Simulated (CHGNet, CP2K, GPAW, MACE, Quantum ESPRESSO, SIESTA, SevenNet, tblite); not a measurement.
**Other levels on graphene/1T-TiSe2 heterobilayer (65 atoms)**

The cell holds 65 atoms: 38 C, 9 Ti and 18 Se. Its edges and angles: a = 10.671 Å, b = 10.671 Å, c = 18.460 Å, α = 90.0°, β = 90.0°, γ = 120.0°. 19 cells of graphene (a = 2.46 Å, strained -0.48 %) and 9 cells of 1T-TiSe2 (a = 3.54 Å, +0.48 %) on one hexagonal cell, twist 36.59 deg; facing planes 3.36 Å apart; 12 Å of vacuum; displaced by a Gaussian of 0.01 Å. Then every atom was moved at random, 0.03 Å r.m.s. a Cartesian component. Regions: layer 1, 38 atoms (38 C); layer 2, 27 atoms (9 Ti and 18 Se). Vacuum lies along c.

Geometry: as built.

The reference, a calculation:

| Item | Value |
| --- | --- |
| method | Kohn-Sham DFT, PBE, SSSP efficiency 1.3.0 pseudopotentials, plane waves (Quantum ESPRESSO 7.5); sssp-pbe-1.3.0-efficiency, cutoffs 45/360 Ry, Γ point |
| r.m.s. force component | 1.707 eV/Å |
| longest force | 7.089 eV/Å |
| time | 6.9 min on 4 MPI ranks of Arm Neoverse V1, shared host |
| CPU time | 28 min |

**Question.** The same geometry is run in other programs. How far does each lie from the reference, and what does it cost?
- GPAW PBE, LCAO szp(dzp), h 0.2 Å (GPAW 26.7.0; 1 thread)
- SevenNet 0 potential (SevenNet 0; 1 thread)
- CP2K PBE, TZV2P-UZH, 800/50 Ry, diagonalisation (CP2K 2026.2; 2 threads)
- MACE MP-0b2 small potential (MACE MP-0b2 small; 1 thread)
- GPAW PBE, LCAO dzp, h 0.2 Å, other mixer settings (GPAW 26.7.0; 1 thread)
- SIESTA PBE, DZP, shift 0.005 Ry, mesh 500 Ry (SIESTA 5.4.2; 2 MPI ranks)
- GPAW PBE, LCAO dzp, h 0.2 Å (GPAW 26.7.0; 1 thread)
- CP2K PBE, TZVP-UZH, 800/50 Ry, diagonalisation (CP2K 2026.2; 2 threads)
- tblite GFN1-xTB (tblite 0.8.0; 1 thread)
- CHGNet 0.3.0 potential (CHGNet 0.3.0; 1 thread)

Differences are against the plane-wave reference, forces as r.m.s. over components; share is that over the reference's r.m.s. force, slope the least-squares factor from reference forces to these. Total energies of different programs have different zeros and aren't compared.

| run | Δ force, r.m.s. (meV/Å) | share (%) | slope | cores | CPU time | memory (GiB) |
| --- | --- | --- | --- | --- | --- | --- |
| reference | - | - | - | 4 | 28 min | 3.6 |
| GPAW PBE, LCAO szp(dzp), h 0.2 Å (coarse) | 234 | 13.7 | 1.055 | 1 | 2.4 min | 1.1 |
| SevenNet 0 potential | 217 | 12.7 | 0.907 | 1 | 7.8 s | 0.79 |
| CP2K PBE, TZV2P-UZH, 800/50 Ry, diagonalisation | 18.7 | 1.10 | 1.003 | 2 | 21 min | 9.4 |
| MACE MP-0b2 small potential | 449 | 26.3 | 0.788 | 1 | 6.1 s | 0.71 |
| GPAW PBE, LCAO dzp, h 0.2 Å, other mixer settings | 129 | 7.57 | 1.057 | 1 | 4 min | 1.1 |
| SIESTA PBE, DZP, shift 0.005 Ry, mesh 500 Ry | 229 | 13.4 | 1.101 | 2 | 11 min | 2.3 |
| GPAW PBE, LCAO dzp, h 0.2 Å | 125 | 7.35 | 1.057 | 1 | 3.5 min | 1.2 |
| CP2K PBE, TZVP-UZH, 800/50 Ry, diagonalisation | 33.6 | 1.97 | 1.013 | 2 | 12 min | 9.2 |
| tblite GFN1-xTB | 320 | 18.8 | 0.957 | 1 | 2.9 s | 0.13 |
| CHGNet 0.3.0 potential | 407 | 23.8 | 0.803 | 1 | 3.7 s | 1.1 |

Rows marked coarse were listed beforehand as settings not expected to be converged; some can still land near the reference.

Times of the machine-learned potentials are mostly Python's start and the loading of weights.

CPU time is summed over cores on a shared host, where runs went side by side, so it is rough. Symmetry, cutoffs, thresholds, outputs and thread counts weren't matched or tuned between programs; memory under MPI is the largest rank's times the ranks.

The PBE runs in local orbitals, coarse settings apart, differ by 1.1 % (CP2K PBE, TZV2P-UZH, 800/50 Ry, diagonalisation) to 13 % (SIESTA PBE, DZP, shift 0.005 Ry, mesh 500 Ry); basis, grid and potentials can all enter. Tight binding differs by 19 % (tblite GFN1-xTB); it is another model, with fitted parameters of its own, and the xTB methods hold dispersion. Machine-learned potentials differ by 13 % (SevenNet 0 potential) to 26 % (MACE MP-0b2 small potential); they were trained on other programs' data. Among those trained on PBE data the slope goes as low as 0.79, which softening far from their training structures can give, though the reference's k-sampling is untested too. Runs with settings chosen to be coarse differ by 14 % (GPAW PBE, LCAO szp(dzp), h 0.2 Å), their programs' other errors included. Periodic xTB results under one method name differ between programs and library versions. Machine-learned potentials mimic data converged in k, so the reference's own k-point error enters their differences. The runs have no spin polarisation, so any moments at edges, vacancies or dangling bonds can't form. The electronic-structure runs sample only Γ, in a cell whose shortest periodic width is 9 Å, which is coarse for a cell with partly filled levels.

[Hosts, paths, dates, database ids (printed as entryN), source tags and the programs' standing remarks are cut or masked in the printed files.]
